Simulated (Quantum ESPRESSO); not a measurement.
**Magnetic state of NiO from several starts**

Does NiO prefer parallel or opposed moments?

Method: PBEsol with U = 6 eV on Ni d (ortho-atomic projectors); plane waves with GBRV 1.5 PBEsol potentials, no spin-orbit coupling, in Quantum ESPRESSO 7.5.

## 1. Set-up

Symmetry: Fm-3m, No. 225, cubic system. Conventional cell: a = 4.172 Å, b = 4.172 Å, c = 4.172 Å, α = 90.00°, β = 90.00°, γ = 90.00°. Nearest to Ni lie 6 O at 2.09 Å. Nearest to O lie 6 Ni at 2.09 Å. Farther neighbours and most contacts between anions are not listed.

The cell comes from the Crystallography Open Database.

## 2. Start 1: ferro +

The signs are those of the starting moments on the seeded atoms, the atoms that are given a moment.

File pw.in:

```
&CONTROL
  calculation = 'scf'
  prefix = 'pwscf'
  outdir = './tmp'
  pseudo_dir = './pseudo'
  disk_io = 'nowf'
/
&SYSTEM
  ibrav = 0
  nat = 2
  ntyp = 2
  ecutwfc = 40
  ecutrho = 280
  nbnd = 20
  occupations = 'smearing'
  smearing = 'fd'
  degauss = 0.00367493
  nspin = 2
  starting_magnetization(1) = 0.1111
  starting_magnetization(2) = 0
/
&ELECTRONS
  conv_thr = 4d-09
  electron_maxstep = 150
  mixing_beta = 0.3
/
ATOMIC_SPECIES
Ni     58.6934 ni_pbesol_v1.4.uspp.F.UPF
O      15.9990 o_pbesol_v1.2.uspp.F.UPF
CELL_PARAMETERS angstrom
   0.0000000000    2.0859016414    2.0859016414
   2.0859016414    0.0000000000    2.0859016414
   2.0859016414    2.0859016414    0.0000000000
ATOMIC_POSITIONS crystal
Ni      0.0000000000    0.0000000000    0.0000000000
O       0.5000000000    0.5000000000    0.5000000000
K_POINTS automatic
8 8 8 0 0 0
HUBBARD {ortho-atomic}
U Ni-3d 6.0000
```

Launch:

```bash
$ OMP_NUM_THREADS=1 mpirun -n 4 pw.x -nk 4 -in pw.in > pw.out
```

Log:

```text
Program PWSCF v.7.5 starts

     Message from routine setup:
     using ibrav=0 with symmetry is DISCOURAGED, use correct ibrav instead

     K-points division:     npool     =       4
     Subspace diagonalization in iterative solution of the eigenvalue problem:

     G-vector sticks info
     --------------------
     sticks:   dense  smooth     PW     G-vecs:    dense   smooth      PW
     Sum         595     349    121                 9721     4279     869

     Using Slab Decomposition

     bravais-lattice index     =            0
     lattice parameter (alat)  =       5.5745  a.u.
     unit-cell volume          =     122.4921 (a.u.)^3
     number of atoms/cell      =            2
     number of atomic types    =            2
     number of electrons       =        24.00
     number of Kohn-Sham states=           20
     kinetic-energy cutoff     =      40.0000  Ry
     charge density cutoff     =     280.0000  Ry
     scf convergence threshold =      4.0E-09
     mixing beta               =       0.3000
     number of iterations used =            8  plain     mixing
     Exchange-correlation= SLA  PW   PSX  PSC
                           (   1   4  10   8   0   0   0)
     Hubbard projectors: ortho-atomic
     Hubbard parameters of DFT+U (Dudarev formulation) in eV:
     U(Ni-3d) =  6.0000

     Internal variables: lda_plus_u =T, lda_plus_u_kind = 0

     Internal variables: orbital_resolved =F, hub_pot_fix =F, apply_U = F

     celldm(1)=   5.574523  celldm(2)=   0.000000  celldm(3)=   0.000000
     celldm(4)=   0.000000  celldm(5)=   0.000000  celldm(6)=   0.000000

     crystal axes: (cart. coord. in units of alat)
               a(1) = (   0.000000   0.707107   0.707107 )
               a(2) = (   0.707107   0.000000   0.707107 )
               a(3) = (   0.707107   0.707107   0.000000 )

     reciprocal axes: (cart. coord. in units 2 pi/alat)
               b(1) = ( -0.707107  0.707107  0.707107 )
               b(2) = (  0.707107 -0.707107  0.707107 )
               b(3) = (  0.707107  0.707107 -0.707107 )

     PseudoPot. # 1 for Ni read from file:
     ni_pbesol_v1.4.uspp.F.UPF
     Pseudo is Ultrasoft + core correction, Zval = 18.0
     Generated by new atomic code, or converted to UPF format
     Using radial grid of  865 points,  6 beta functions with:
                l(1) =   0
                l(2) =   0
                l(3) =   1
                l(4) =   1
                l(5) =   2
                l(6) =   2
     Q(r) pseudized with 10 coefficients,  rinner =    0.980   0.980   0.980
                                                       0.980   0.980

     PseudoPot. # 2 for O  read from file:
     o_pbesol_v1.2.uspp.F.UPF
     Pseudo is Ultrasoft + core correction, Zval =  6.0
     Generated by new atomic code, or converted to UPF format
     Using radial grid of  737 points,  5 beta functions with:
                l(1) =   0
                l(2) =   0
                l(3) =   1
                l(4) =   1
                l(5) =   2
     Q(r) pseudized with  8 coefficients,  rinner =    0.900   0.900   0.900
                                                       0.900   0.900

     atomic species   valence    mass     pseudopotential
     Ni               18.00    58.69340     Ni( 1.00)
     O                 6.00    15.99900     O ( 1.00)

     Starting magnetic structure
     atomic species   magnetization
     Ni              0.111
     O               0.000

     48 Sym. Ops., with inversion, found

   Cartesian axes

     site n.     atom                  positions (alat units)
         1        Ni     tau(   1) = (   0.0000000   0.0000000   0.0000000  )
         2        O      tau(   2) = (   0.7071068   0.7071068   0.7071068  )

     number of k points=    29  Fermi-Dirac smearing, width (Ry)=  0.0037
                       cart. coord. in units 2pi/alat
        k(    1) = (   0.0000000   0.0000000   0.0000000), wk =   0.0019531
        k(    2) = (   0.0883883   0.0883883  -0.0883883), wk =   0.0156250
        k(    3) = (   0.1767767   0.1767767  -0.1767767), wk =   0.0156250
        k(    4) = (   0.2651650   0.2651650  -0.2651650), wk =   0.0156250
        k(    5) = (  -0.3535534  -0.3535534   0.3535534), wk =   0.0078125
        [... 24 further k-points ...]

     Dense  grid:     9721 G-vectors     FFT dimensions: (  30,  30,  30)

     Smooth grid:     4279 G-vectors     FFT dimensions: (  24,  24,  24)

     Check: negative core charge=   -0.000014
     Generating pointlists ...
     new r_m :   0.2917 (alat units)  1.6260 (a.u.) for type    1
     new r_m :   0.2917 (alat units)  1.6260 (a.u.) for type    2

     Initial potential from superposition of free atoms

     starting charge      22.0000, renormalised to      24.0000

     STARTING HUBBARD OCCUPATIONS:

     =================== HUBBARD OCCUPATIONS ===================
     ------------------------ ATOM    1 ------------------------
     Tr[ns(  1)] (up, down, total) =   5.00000  3.00000  8.00000
     Atomic magnetic moment for atom   1 =   2.00000
     [... lines left out ...]
     Number of occupied Hubbard levels =    8.0000

     Atomic wfc used for Hubbard projectors are orthogonalized

     Starting wfcs are   17 randomized atomic wfcs +    3 random wfcs

     Self-consistent Calculation

     iteration #  1     ecut=    40.00 Ry     beta= 0.30
     Davidson diagonalization with overlap
     ethr =  1.00E-02,  avg # of iterations =  5.8

     =================== HUBBARD OCCUPATIONS ===================
     ------------------------ ATOM    1 ------------------------
     Tr[ns(  1)] (up, down, total) =   3.29049  0.76570  4.05619
     Atomic magnetic moment for atom   1 =   2.52480
     [... lines left out ...]
     Number of occupied Hubbard levels =    4.0562

     total energy              =    -367.38038939 Ry
     estimated scf accuracy    <      27.49385451 Ry

     total magnetization       =     2.80 Bohr mag/cell
     absolute magnetization    =     2.84 Bohr mag/cell

     iteration #  2     ecut=    40.00 Ry     beta= 0.30
     Davidson diagonalization with overlap
     ethr =  1.00E-02,  avg # of iterations =  3.1

     total energy              =    -373.54875980 Ry
     estimated scf accuracy    <      10.88185429 Ry

     total magnetization       =     0.19 Bohr mag/cell
     absolute magnetization    =     0.20 Bohr mag/cell

     iteration #  3     ecut=    40.00 Ry     beta= 0.30
     Davidson diagonalization with overlap
     ethr =  1.00E-02,  avg # of iterations =  2.1

     total energy              =    -374.94074183 Ry
     estimated scf accuracy    <       0.40715092 Ry

     total magnetization       =     2.00 Bohr mag/cell
     absolute magnetization    =     2.02 Bohr mag/cell

     [... further iterations left out ...]

     iteration # 10     ecut=    40.00 Ry     beta= 0.30
     Davidson diagonalization with overlap
     ethr =  1.49E-08,  avg # of iterations =  1.6

     total energy              =    -375.14974593 Ry
     estimated scf accuracy    <       0.00000002 Ry

     total magnetization       =     2.00 Bohr mag/cell
     absolute magnetization    =     2.01 Bohr mag/cell

     iteration # 11     ecut=    40.00 Ry     beta= 0.30
     Davidson diagonalization with overlap
     ethr =  6.73E-11,  avg # of iterations =  2.0

     total energy              =    -375.14974795 Ry
     estimated scf accuracy    <          8.6E-09 Ry

     total magnetization       =     2.00 Bohr mag/cell
     absolute magnetization    =     2.01 Bohr mag/cell

     iteration # 12     ecut=    40.00 Ry     beta= 0.30
     Davidson diagonalization with overlap
     ethr =  3.58E-11,  avg # of iterations =  1.0

     total energy              =    -375.14974894 Ry
     estimated scf accuracy    <          4.4E-09 Ry

     total magnetization       =     2.00 Bohr mag/cell
     absolute magnetization    =     2.01 Bohr mag/cell

     iteration # 13     ecut=    40.00 Ry     beta= 0.30
     Davidson diagonalization with overlap
     ethr =  1.85E-11,  avg # of iterations =  2.0

     Magnetic moment per site  (integrated on atomic sphere of radius R)
     atom   1 (R=0.292)  charge= 15.6055  magn=  1.7218
     atom   2 (R=0.292)  charge=  5.7112  magn=  0.2180

     End of self-consistent calculation

     =================== HUBBARD OCCUPATIONS ===================
     ------------------------ ATOM    1 ------------------------
     Tr[ns(  1)] (up, down, total) =   4.97385  3.23057  8.20443
     Atomic magnetic moment for atom   1 =   1.74328
     [... lines left out ...]
     Number of occupied Hubbard levels =    8.2044

     [... lines left out ...]
     the Fermi energy is    14.4878 ev

!    total energy              =    -375.14974989 Ry
     estimated scf accuracy    <          3.8E-11 Ry
     smearing contrib. (-TS)   =      -0.00000000 Ry
     internal energy E=F+TS    =    -375.14974989 Ry

     The total energy is F=E-TS. E is the sum of the following terms:
     one-electron contribution =    -215.87078235 Ry
     hartree contribution      =     122.33710654 Ry
     xc contribution           =     -42.45610952 Ry
     ewald contribution        =    -239.22330751 Ry
     Hubbard energy            =       0.06334295 Ry

     total magnetization       =     2.00 Bohr mag/cell
     absolute magnetization    =     2.01 Bohr mag/cell

     convergence has been achieved in  13 iterations

=------------------------------------------------------------------------------=
   JOB DONE.
=------------------------------------------------------------------------------=
```

The job ended after 5.1 s (4 MPI ranks of Arm Neoverse V1, shared host; peak memory 0.24 GiB).

Spin moment in the atom's sphere by atom:

```tsv
atom	spin moment in the atom's sphere (μB)
Ni1	1.72
O2	0.22
```

This step gave:

```yaml
smearing_term_ts: 1.39e-10 eV
magnetization: 2 μB
absolute_magnetization: 2.014 μB
final_state: ferromagnetic
```

[end of part 1 of 2]

[Logs and program files are shortened in this print: banners, set-up blocks, solver, clock and traceback lines can be left out without a mark of their own.]

[Logs are printed without paths, hosts, clocks, repeated set-up lines and the standing remarks that a program may print on its own settings, such as how far it seeks lower states.]

[Hosts, paths, dates, database ids (printed as entryN), source tags and the programs' standing remarks are cut or masked in the printed files.]

[Where a cell is said to come from a database of computed structures, the database is the Materials Project.]
